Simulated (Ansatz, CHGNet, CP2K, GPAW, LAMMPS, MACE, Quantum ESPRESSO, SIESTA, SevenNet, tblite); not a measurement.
# Amorphous 71GeO2-29Lu2O3 (mol %) (61 atoms) in tblite

Aim: run amorphous 71GeO2-29Lu2O3 (mol %) (61 atoms) in tblite and see how near its forces come to a plane-wave reference, and at what cost.

Main program and level: tblite 0.8.0; the method is named at each step.

## (1) The starting structure

The cell holds 61 atoms: 12 Ge, 10 Lu and 39 O. Its edges and angles: a = 9.737 Å, b = 9.737 Å, c = 9.737 Å, α = 90.0°, β = 90.0°, γ = 90.0°. 61 atoms (12 Ge, 10 Er, 39 O) placed at random at 5.59 g/cm³, melted at 5000 K for 10 ps at fixed volume with the Morse and Coulomb pair potential with partial charges (Pedone, Malavasi, Menziani, Cormack and Segre, J. Phys. Chem. B 110, 11780 (2006)). Quenched from 5000 K to 300 K at 20 K/ps and fixed volume, held 10 ps at zero pressure, then minimised at fixed cell. Then Er was replaced by Lu and the cell scaled by 1.003 (the potential has no terms for the new elements, so the cell is a start for a DFT relaxation).

The yardstick, on the same geometry:

* method: Kohn-Sham DFT, PBE, PAW, plane waves (Ansatz 0.2.0); cutoff 420 eV, Γ point, fermi-dirac smearing of 0.05 eV; PAW set soft_2
* r.m.s. force component: 0.8796 eV/Å
* longest force: 2.694 eV/Å
* pressure: 0.8971 GPa
* gap (highest filled to lowest empty level): 2.07 eV
* SCF cycles: 11
* time: 9.4 s on 8 threads of Arm Neoverse V2, shared host
* CPU time: 64 s

## (2) GFN1-xTB

Method: GFN1-xTB tight binding, diagonalisation.

run.py reads:

```python
import numpy as np
from ase.io import read
from tblite.ase import TBLite

atoms = read("structure.xyz")
atoms.calc = TBLite(method="GFN1-xTB", electronic_temperature=580, accuracy=1.0, max_iterations=250, mixer_damping=0.4, verbosity=1)
energy = atoms.get_potential_energy()
forces = atoms.get_forces()
print(f"energy {energy:.6f} eV")
print("forces (eV/A)")
for i, (a, f) in enumerate(zip(atoms, forces)):
    print(f"{i:4d} {a.symbol:2s} {f[0]:10.5f} {f[1]:10.5f} {f[2]:10.5f}")
stress = -atoms.get_stress(voigt=False) * 160.21766
print("stress (GPa, compression positive)")
for row in stress:
    print(" ".join(f"{x:10.4f}" for x in row))
print("charges (e)")
print(np.array2string(atoms.get_charges(), precision=4, suppress_small=True, max_line_width=110, threshold=100000))
```

structure.xyz reads:

```xyz
61
Lattice="9.73719 0.00000 0.00000 0.00000 9.73719 0.00000 0.00000 0.00000 9.73719" Properties=species:S:1:pos:R:3 pbc="T T T"
Ge 8.00796 4.97181 2.45543
Ge 9.69912 2.07276 3.17491
Ge 8.52150 4.03344 7.99774
Ge 0.29134 7.96142 5.67600
Ge 3.34443 2.33634 2.90655
Ge 6.03131 0.55823 2.69934
Ge 4.61017 3.23469 5.81057
Ge 5.85974 7.19267 3.58007
Ge 6.47669 2.92671 0.37819
Ge 7.68576 1.82923 5.55292
Ge 1.76681 5.39791 7.51945
Ge 6.83658 8.51079 6.56092
Lu 2.70168 5.40765 4.62692
Lu 8.29209 6.99802 9.05130
Lu 1.30176 1.80975 6.34543
Lu 3.28202 2.41424 8.97224
Lu 9.01732 0.68433 9.47857
Lu 5.21641 8.49482 0.19182
Lu 3.40743 5.52469 1.25464
Lu 2.21833 8.82676 8.58178
Lu 0.78151 7.48108 1.90537
Lu 5.03637 5.67795 8.12208
O 6.26033 1.45182 1.23283
O 7.29647 0.43905 6.57182
O 5.81349 7.77086 7.70747
O 4.37589 0.98560 3.03722
O 5.97377 8.57233 2.45260
O 1.20751 1.46155 8.58002
O 9.31450 1.12796 1.84267
O 8.05266 2.89156 9.28188
O 1.16924 6.48877 5.96870
O 6.79821 4.04931 1.62046
O 3.88378 3.35115 4.20101
O 5.30979 6.31058 0.45239
O 0.28287 8.33650 9.52881
O 6.13365 8.07271 5.04825
O 5.35136 3.35096 8.91508
O 1.15980 9.22716 6.49091
O 2.67675 4.56557 8.84867
O 7.36521 8.96630 9.48334
O 8.69258 2.89243 6.75138
O 1.71491 5.57191 2.67052
O 2.82651 6.81029 7.84224
O 7.00338 1.18093 3.94337
O 3.89400 0.33467 9.24741
O 8.49073 7.82296 6.58370
O 8.95919 3.65456 3.08757
O 1.69797 2.10946 3.27121
O 7.29724 5.22936 8.05480
O 4.35671 6.39928 3.44677
O 0.21928 8.11410 3.98319
O 7.13746 6.03784 3.48475
O 8.74302 6.05653 1.32066
O 0.11022 5.17064 8.20631
O 4.35983 4.88340 6.22752
O 3.54268 3.16352 1.44227
[... 1 atom lines left out ...]
O 2.81434 7.72568 0.89446
O 9.35491 1.53760 4.79508
O 1.74490 4.04483 6.32908
O 6.26812 2.88474 5.74153
```

Launch:

```bash
> OMP_NUM_THREADS=1 python run.py > output.txt
```

Output:

```text
------------------------------------------------------------
  cycle        total energy    energy error   density error
------------------------------------------------------------
      1     -168.3198993790  -1.6846670E+02   1.2060877E+00
      2     -234.0012974780  -6.5681398E+01   2.0297489E+00
      3     -191.5984702000   4.2402827E+01   2.5756268E+00
      4     -197.5388602199  -5.9403900E+00   7.2438230E-01
      5     -194.6728199826   2.8660402E+00   5.8735936E-01
      6     -207.6307214369  -1.2957901E+01   4.1549291E-01
      7     -207.7840299231  -1.5330849E-01   3.7269457E-01
      8     -212.9431392792  -5.1591094E+00   2.6247032E-01
      9     -213.7144080299  -7.7126875E-01   2.0446610E-01
     10     -214.6140527025  -8.9964467E-01   1.4371099E-01
     11     -214.8842610492  -2.7020835E-01   8.6545605E-02
     12     -214.9711908734  -8.6929824E-02   6.3810544E-02
     13     -215.0776961169  -1.0650524E-01   3.7755715E-02
     14     -215.0864729494  -8.7768325E-03   2.9826199E-02
     15     -215.1054173788  -1.8944429E-02   1.9886849E-02
     16     -215.1131853090  -7.7679302E-03   1.4117591E-02
     17     -215.1162027793  -3.0174704E-03   1.1189632E-02
     18     -215.1201936353  -3.9908560E-03   7.6258585E-03
     19     -215.1214790685  -1.2854332E-03   6.2391607E-03
     20     -215.1221964186  -7.1735005E-04   5.0213256E-03
     21     -215.1227209734  -5.2455478E-04   3.2416045E-03
     22     -215.1230082096  -2.8723627E-04   1.4692599E-03
     23     -215.1231162395  -1.0802987E-04   5.5963467E-04
     24     -215.1231280666  -1.1827096E-05   2.9716872E-04
     25     -215.1231311622  -3.0956409E-06   1.5148995E-04
     26     -215.1231321743  -1.0120227E-06   7.5591161E-05
     27     -215.1231324203  -2.4603946E-07   2.6168576E-05
     28     -215.1231324367  -1.6433859E-08   1.5811795E-05
------------------------------------------------------------
 total:                                   2.807 sec
energy -5853.798600 eV
forces (eV/A)
   0 Ge    1.02504    0.96308   -2.73487
   1 Ge    0.32214   -0.34736   -1.69515
   2 Ge   -0.86475    1.02013    0.03904
   3 Ge    1.23381    0.65483   -0.18196
   4 Ge    0.31832    1.52487   -1.18748
   5 Ge   -0.67496    0.39932   -0.31737
   6 Ge   -1.71952    0.47643    1.19124
   7 Ge   -1.72787   -0.72251   -0.05794
   8 Ge   -0.60742    1.18114   -0.80516
   9 Ge    0.09097   -0.71303    0.43961
  10 Ge    1.78673   -1.31292    1.04310
  11 Ge    0.16082   -0.64493    1.65573
  12 Lu   -0.28008   -0.89433    0.55922
  13 Lu   -0.36707   -0.29362   -0.65985
  14 Lu   -0.76977    0.56438    0.00914
  15 Lu   -0.15342   -0.20817   -0.48878
  16 Lu   -0.74210    0.40354   -0.10330
  17 Lu    0.23589   -0.12773    0.99999
  18 Lu    0.25230   -0.24308   -0.16304
  19 Lu   -0.37249    0.09382    0.03377
  20 Lu   -0.18415   -0.14465   -0.00426
  21 Lu    0.05571   -0.18398    0.70400
  22 O     0.46285   -1.25720   -0.59738
  23 O     0.20446    1.17070    0.46929
[...]
53 O    -1.19510    0.59495    1.02736
  54 O     1.28243    0.53570   -0.35511
  55 O    -0.05415    0.18515   -0.18585
  56 O     0.40995   -0.68825   -0.08124
  57 O     0.46643    0.30725    0.45938
  58 O     0.36322   -0.03866    0.78530
  59 O    -0.59916    0.04623   -0.99222
  60 O     1.27805    0.32584   -0.07064
stress (GPa, compression positive)
   -0.8322    -0.8270     0.2754
   -0.8270    -2.2254    -0.2276
    0.2754    -0.2276    -1.9483
charges (e)
[ 0.6689  0.672   0.6903  0.6371  0.6782  0.6939  0.6754  0.6765  0.6992  0.7004  0.711   0.6818  0.8837
  0.8689  0.8559  0.9195  0.8805  0.8961  0.9138  0.9547  0.938   0.9101 -0.324  -0.3263 -0.4068 -0.3389
 -0.3056 -0.6511 -0.4391 -0.354  -0.4115 -0.3422 -0.3785 -0.6787 -0.6364 -0.3469 -0.4274 -0.4675 -0.5205
 -0.6762 -0.3578 -0.6621 -0.4854 -0.3668 -0.6609 -0.3625 -0.3257 -0.3378 -0.4687 -0.4137 -0.4458 -0.3042
 -0.4377 -0.3366 -0.4798 -0.4418 -0.44   -0.6289 -0.3535 -0.5298 -0.3351]
```

It took 3.4 s on 1 thread of Arm Neoverse V2, shared host; peak memory 0.11 GiB.

Banners, paths, timers and routine set-up lines are dropped from the logs unmarked, and long logs keep their key lines alone; longer cuts are marked.

Against the reference:

```
r.m.s. force component                  : 0.7329 eV/Å
r.m.s. difference of force components   : 911.4 meV/Å
longest difference of force vectors     : 3159 meV/Å
force difference over r.m.s. force      : 103.6 %
slope of forces against the reference's : 0.3103
correlation of force components         : 0.3724
pressure                                : -1.669 GPa
pressure difference                     : -2.566 GPa
```

Length of the force difference by element (eV/Å):

```csv
element,atoms,mean,most
Ge,12,2.0,3.2
Lu,10,1.2,1.6
O,39,1.2,3.0
```

A closer look about O54, picked at random: 9 atoms, nearest first, numbered in the order of the input, with positions taken from that point.

```csv
atom,x,y,z,distance (Å),bonds,Mulliken charge (e),Fx,Fy,Fz (eV/Å)
O54,0.00,0.00,0.00,0.00,3,-0.34,-1.20,0.59,1.03
Ge3,-1.33,-1.14,-0.21,1.76,4,0.69,-0.86,1.02,0.04
Ge11,1.66,0.23,-0.69,1.81,5,0.71,1.79,-1.31,1.04
Lu14,-1.56,1.83,0.84,2.54,7,0.87,-0.37,-0.29,-0.66
O49,-2.55,0.06,-0.15,2.56,3,-0.47,-0.43,0.18,-0.76
O39,2.57,-0.61,0.64,2.71,4,-0.52,0.68,-1.04,1.19
O60,1.63,-1.13,-1.88,2.73,3,-0.53,-0.60,0.05,-0.99
O31,1.06,1.32,-2.24,2.80,3,-0.41,-0.79,0.22,-1.78
O41,-1.15,-2.28,-1.45,2.94,3,-0.36,1.03,-0.65,-0.86
```

Atoms are counted from 1 here, from 0 in the log.

Forces lie 104 % from the reference's, at 0.053 times its CPU time (on 1 against 8 cores).

Further runs of this program without a result: tblite GFN2-xTB (not converged).

## (3) Summary of results

| Item | Value |
| --- | --- |
| force difference from the reference | tblite GFN1-xTB, 104 % |
| its CPU time | 3.4 s |

What this shows: Tight binding differs by 104 % (tblite GFN1-xTB); it is another model, with fitted parameters of its own, and the xTB methods hold dispersion. One electronic-structure run takes under half the reference's CPU time: tblite GFN1-xTB, at 104 % in 3.4 s against 64 s, too far off to be of use; its pressure misses by -2.6 GPa. Periodic xTB results under one method name differ between programs and library versions. The quench rate of 20 K/ps is many orders above laboratory rates, so the cell is likely richer in defects and strain than a real sample. The network of bonds at the start is that of the classical potential that made the cell, and needn't be the one that DFT or experiment would give. The electronic-structure runs sample only Γ, in a cell whose shortest periodic width is 10 Å. Spin–orbit coupling is left out, which matters for the levels of the heavy elements.

[Also dropped from logs without a mark: logging warnings of Python, and SIESTA's first energy breakdown and zero terms.]

[Logs are printed without paths, hosts, clocks, repeated set-up lines and the standing remarks that a program may print on its own settings, such as how far it seeks lower states.]

[Hosts, paths, dates, database ids (printed as entryN), source tags and the programs' standing remarks are cut or masked in the printed files.]
